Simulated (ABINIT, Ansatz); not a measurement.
## A GW chain in ABINIT: CdS (Hawleyite)

How does a plane-wave GW calculation on CdS (Hawleyite) run from the first input to the gap?

Program: ABINIT 10.8.3. Level of theory: PBE and many-body steps on it, plane waves. Results are calculated unless marked as measured.

**Experimental background.**

- Gap 2.42 eV: optical gap from inflexion point of photoacoustic spectrum, as-grown film; photoacoustic spectroscopy; film (as-grown chemical bath deposited film, about 0.25 um thick, deposited at 80 C) (“Study of the band--gap shift in CdS films: Influence of thermal annealing in different atmospheres”, 1995, arxiv:cond-mat/9501125).

### 1. The structure

Symmetry: F-43m, No. 216, cubic system. Conventional cell: a = 5.916 Å, b = 5.916 Å, c = 5.916 Å, α = 90.00°, β = 90.00°, γ = 90.00°. Nearest to Cd lie 4 S at 2.56 Å. Nearest to S lie 4 Cd at 2.56 Å. Farther neighbours and most contacts between anions are not listed.

Coordinates:

```cif
data_structure
_symmetry_space_group_name_H-M 'F-43m'
_symmetry_Int_Tables_number 216
_cell_length_a 5.9164
_cell_length_b 5.9164
_cell_length_c 5.9164
_cell_angle_alpha 90.000
_cell_angle_beta 90.000
_cell_angle_gamma 90.000
_cell_volume 207.10
loop_
_atom_site_label
_atom_site_type_symbol
_atom_site_symmetry_multiplicity
_atom_site_Wyckoff_symbol
_atom_site_fract_x
_atom_site_fract_y
_atom_site_fract_z
_atom_site_occupancy
Cd1 Cd 4 a 0.00000 0.00000 0.00000 1
S1 S 4 d 0.25000 0.25000 0.75000 1
```

 The runs that relaxed it are not among those shown.

### 2. Ground state

This step: ABINIT 10.8.3; DFT, PBE, plane waves, norm-conserving pseudopotentials.

The ground-state density comes first.

run.abi

```
acell 3*1.0 Angstrom
rprim 
  -0.000000000000 2.958200000000 2.958200000000
  2.958200000000 -0.000000000000 2.958200000000
  2.958200000000 2.958200000000 -0.000000000000
ntypat 2
znucl 48 16
natom 2
typat 1 2
xred 
  0.000000000000 0.000000000000 0.000000000000
  0.250000000000 0.250000000000 0.250000000000
pp_dirpath "pseudos"
pseudos "Cd.upf, S.upf"
ecut 47
ngkpt 6 6 6
nshiftk 1
shiftk 0 0 0
kptopt 1
chksymbreak 0
nband 18
occopt 1
tolvrs 1e-10
nstep 60
prtwf 0
optforces 0
optstress 0
indata_prefix "in"
outdata_prefix "out"
tmpdata_prefix "tmp"
```

Started as:

```
$ OMP_NUM_THREADS=1 mpirun -n 8 abinit run.abi > log
```

Numbers of over 12 decimals in the logs are rounded to 6 here.

What it wrote:

```text
.Version 10.8.3 of ABINIT. v10.8.2 released Aug 2026.

 Symmetries : space group F-4 3 m (#216); Bravais cF (face-center cubic)
================================================================================
 Values of the parameters that define the memory need of the present run
     intxc =       0    ionmov =       0      iscf =       7    lmnmax =       6
     lnmax =       6     mgfft =      50  mpssoang =       3    mqgrid =    3001
     natom =       2  nloc_mem =       1    nspden =       1   nspinor =       1
    nsppol =       1      nsym =      24    n1xccc =    2501    ntypat =       2
    occopt =       1   xclevel =       2
-    mband =          18        mffmem =           1         mkmem =           2
       mpw =        5396          nfft =      125000          nkpt =          16
================================================================================
  Rough estimation (10% accuracy) of disk space for files :
================================================================================

--------------------------------------------------------------------------------
------------- Echo of variables that govern the present computation ------------
--------------------------------------------------------------------------------
 -outvars: echo values of preprocessed input variables --------
            acell      1.8897261259E+00  1.8897261259E+00  1.8897261259E+00 Bohr

      chksymbreak           0
             ecut      4.70000000E+01 Hartree
-          fftalg         312

              ixc     -101130
              kpt      0.00000000E+00  0.00000000E+00  0.00000000E+00
                       1.66666667E-01  0.00000000E+00  0.00000000E+00
                       3.33333333E-01  0.00000000E+00  0.00000000E+00
                       5.00000000E-01  0.00000000E+00  0.00000000E+00
                       1.66666667E-01  1.66666667E-01  0.00000000E+00
                       3.33333333E-01  1.66666667E-01  0.00000000E+00
                       5.00000000E-01  1.66666667E-01  0.00000000E+00
                      -3.33333333E-01  1.66666667E-01  0.00000000E+00
                      -1.66666667E-01  1.66666667E-01  0.00000000E+00
   [... 5 further rows ...]
                      -3.33333333E-01  3.33333333E-01  1.66666667E-01
                      -3.33333333E-01  5.00000000E-01  1.66666667E-01
         kptrlatt        6    0    0      0    6    0      0    0    6
          kptrlen      4.74343166E+01
P           mkmem           2
            natom           2
            nband          18
            ngfft          50      50      50
             nkpt          16
            nstep          60
             nsym          24
           ntypat           2
              occ      2.000000  2.000000  2.000000  2.000000  2.000000  2.000000
                       2.000000  2.000000  2.000000  2.000000  2.000000  2.000000
                       2.000000  0.000000  0.000000  0.000000  0.000000  0.000000
        optforces           0
        optstress           0
            prtwf           0
            rprim     -0.0000000000E+00  2.9582000000E+00  2.9582000000E+00
[...]
spgroup         216

           tolvrs      1.00000000E-10

             xred      0.0000000000E+00  0.0000000000E+00  0.0000000000E+00
[...]
znucl       48.00000   16.00000

================================================================================

 chkinp: Checking input parameters for consistency.

================================================================================
== DATASET  1 ==================================================================
-   mpi_nproc: 8, omp_nthreads: 1 (-1 if OMP is not activated)

--- !DatasetInfo
iteration_state: {dtset: 1, }
dimensions: {natom: 2, nkpt: 16, mband: 18, nsppol: 1, nspinor: 1, nspden: 1, mpw: 5396, }
cutoff_energies: {ecut:  47.0, pawecutdg:  -1.0, }
electrons: {nelect:   2.60000000E+01, charge:   0.00000000E+00, occopt:   1.00000000E+00, tsmear:   1.00000000E-02, }

 Real(R)+Recip(G) space primitive vectors, cartesian coordinates (Bohr,Bohr^-1):
 R(1)=  0.0000000  5.5901878  5.5901878  G(1)= -0.0894424  0.0894424  0.0894424
 R(2)=  5.5901878  0.0000000  5.5901878  G(2)=  0.0894424 -0.0894424  0.0894424
 R(3)=  5.5901878  5.5901878  0.0000000  G(3)=  0.0894424  0.0894424 -0.0894424
 Unit cell volume ucvol=  3.4938897E+02 bohr^3
 Angles (23,13,12)=  6.00000000E+01  6.00000000E+01  6.00000000E+01 degrees

 getcut: wavevector=  0.0000  0.0000  0.0000  ngfft=  50  50  50
         ecut(hartree)=     47.000   => boxcut(ratio)=   2.05016

--- Pseudopotential description ------------------------------------------------
- Cd Generated using ONCVPSP code by D. R. Hamann
- 48.00000  20.00000  171031                  znucl, zion, pspdat
12 -101130 2 -1 1368                          pspcod,pspxc,lmax,lloc,mmax
     nproj     2     2     2
  pspatm : epsatm=   23.16453630
         --- l  ekb(1:nproj) -->
[...]
pspatm: atomic psp has been read  and splines computed

- S Generated using ONCVPSP code by D. R. Hamann
- 16.00000   6.00000  171031                  znucl, zion, pspdat
12 -101130 2 -1 1146                          pspcod,pspxc,lmax,lloc,mmax
     nproj     2     2     2
  pspatm : epsatm=    9.01821529
         --- l  ekb(1:nproj) -->
[...]
2   -3.547662   -0.986524
 pspatm: atomic psp has been read  and splines computed

   8.36751541E+02                                ecore*ucvol(ha*bohr**3)
--------------------------------------------------------------------------------

_setup2: Arith. and geom. avg. npw (full set) are    5375.829    5375.817

================================================================================

--- !BeginCycle
iteration_state: {dtset: 1, }
solver: {iscf: 7, nstep: 60, nline: 4, wfoptalg: 0, }
tolerances: {tolvrs: 1.00E-10, }

     iter   Etot(hartree)      deltaE(h)  residm     vres2
 ETOT  1  -184.35159087238    -1.844E+02 2.595E+00 5.218E+03
 ETOT  2  -185.46973754420    -1.118E+00 1.667E-01 8.431E+03
 ETOT  3  -186.31871356007    -8.490E-01 2.276E-02 9.759E+02
 ETOT  4  -186.38974022762    -7.103E-02 5.117E-03 2.844E+02
 ETOT  5  -186.41712643919    -2.739E-02 8.788E-04 1.167E+01
 ETOT  6  -186.41830621434    -1.180E-03 4.932E-04 2.382E-01
 ETOT  7  -186.41832559105    -1.938E-05 2.580E-05 9.676E-02
 ETOT  8  -186.41833592172    -1.033E-05 1.881E-05 4.076E-03
 ETOT  9  -186.41833622937    -3.076E-07 3.733E-06 1.347E-03
 ETOT 10  -186.41833637417    -1.448E-07 4.459E-06 1.893E-07
 ETOT 11  -186.41833637427    -1.002E-10 2.694E-06 2.201E-08
 ETOT 12  -186.41833637424     2.575E-11 3.289E-06 5.846E-09
 ETOT 13  -186.41833637427    -3.263E-11 2.103E-06 9.735E-10
 ETOT 14  -186.41833637427     2.842E-12 2.496E-06 1.718E-11

 At SCF step   14       vres2   =  1.72E-11 < tolvrs=  1.00E-10 =>converged.

--- !ResultsGS
iteration_state: {dtset: 1, }
comment   : Summary of ground state results
lattice_vectors:
- [ -0.0000000,   5.5901878,   5.5901878, ]
- [  5.5901878,  -0.0000000,   5.5901878, ]
- [  5.5901878,   5.5901878,  -0.0000000, ]
lattice_lengths: [   7.90572,    7.90572,    7.90572, ]
lattice_angles: [ 60.000,  60.000,  60.000, ] # degrees, (23, 13, 12)
lattice_volume:   3.4938897E+02
convergence: {deltae:  2.842E-12, res2:  1.718E-11, residm:  2.496E-06, diffor:  0.000E+00, }
etotal    :  -1.86418336E+02
entropy   :   0.00000000E+00
fermie    :   1.42795302E-01
cartesian_stress_tensor: null
pressure_GPa: null
xred      :
- [  0.0000E+00,   0.0000E+00,   0.0000E+00, Cd]
- [  2.5000E-01,   2.5000E-01,   2.5000E-01,  S]
cartesian_forces: null
force_length_stats: {min: null, max: null, mean: null, }

 Integrated electronic density in atomic spheres:
 ------------------------------------------------
 Atom  Sphere_radius  Integrated_density
    1        2.00000         17.15956344
    2        2.00000          3.86112709
================================================================================

 ----iterations are completed or convergence reached----

 Mean square residual over all n,k,spin=   10.641E-09; max=  24.963E-07
 reduced coordinates (array xred) for    2 atoms
       0.000000000000      0.000000000000      0.000000000000
       0.250000000000      0.250000000000      0.250000000000
 rms dE/dt=  0.0000E+00; max dE/dt=  0.0000E+00; dE/dt below (all hartree)
    1       0.000000000000      0.000000000000      0.000000000000
    2       0.000000000000      0.000000000000      0.000000000000

 cartesian coordinates (angstrom) at end:
    1      0.000000     0.000000     0.000000
    2      1.479100     1.479100     1.479100
 length scales=  1.889726125908  1.889726125908  1.889726125908 bohr
              =  1.000000000000  1.000000000000  1.000000000000 angstroms
 prteigrs : about to open file out_EIG
 Fermi (or HOMO) energy (hartree) =   0.14280   Average Vxc (hartree)=  -0.33631
 Eigenvalues (hartree) for nkpt=  16  k points:
 kpt#   1, nband= 18, wtk=  0.00463, kpt=  0.0000  0.0000  0.0000 (reduced coord)
  -3.57940   -2.14850   -2.14850   -2.14850   -0.30235   -0.13576   -0.13576   -0.13576
  -0.12022   -0.12022    0.14280    0.14280    0.14280    0.18145    0.38300    0.38300
   0.38300    0.55485
 prteigrs : prtvol=0 or 1, do not print more k-points.

--- !EnergyTerms
iteration_state     : {dtset: 1, }
comment             : Components of total free energy in Hartree
kinetic             :  6.53615260302936E+01
hartree             :  6.61080347037443E+01
xc                  : -2.74060754200403E+01
Ewald energy        : -9.80049582171890E+01
psp_core            :  2.39489967579427E+00
local_psp           : -2.00611027624544E+02
non_local_psp       :  5.73926447766964E+00
total_energy        : -1.86418336374271E+02
total_energy_eV     : -5.07270135441351E+03
band_energy         : -2.14247426293499E+01

== END DATASET(S) ==============================================================
================================================================================

 -outvars: echo values of variables after computation  --------
           etotal     -1.8641833637E+02
            nband          18
             nkpt          16
          spgroup         216
 [... the other variables as echoed above ...]

 Calculation completed.
```

The job ended after 11 s (8 MPI ranks of Intel Xeon Platinum 8488C (Sapphire Rapids), shared host; peak memory 0.75 GiB).

This step gave:

- total energy: -5072.7014 eV
- gap: 1.052 eV
- k of the valence top: 0, 0, 0
- k of the conduction bottom: 0, 0, 0
- least direct gap: 1.052 eV

The gap is direct, at Γ.

(Continued in part 2 of 3.)

[Paths, hosts, dates, memory and timing lines, banners, echoed tables and standing remarks are left out of the program output.]

[Logs are printed without paths, hosts, clocks, repeated set-up lines and the standing remarks that a program may print on its own settings, such as how far it seeks lower states.]

[Runs of the session that timed out or met a known fault of the program may be left out.]

[No measured gap is set beside runs whose start may be inverted or whose files or cutoffs have a known fault.]

[Hosts, paths, dates, database ids (printed as entryN), source tags and the programs' standing remarks are cut or masked in the printed files.]

[G0W0 gaps are taken among the corrected bands and points alone; a level outside them can change the order at an edge.]

[Where Ansatz stands beside ABINIT at settings called matched, ABINIT's density can come from a denser mesh and the files from another edition; pairs whose starting gaps differed by over 0.03 eV were left out, so agreement reads better than it is.]
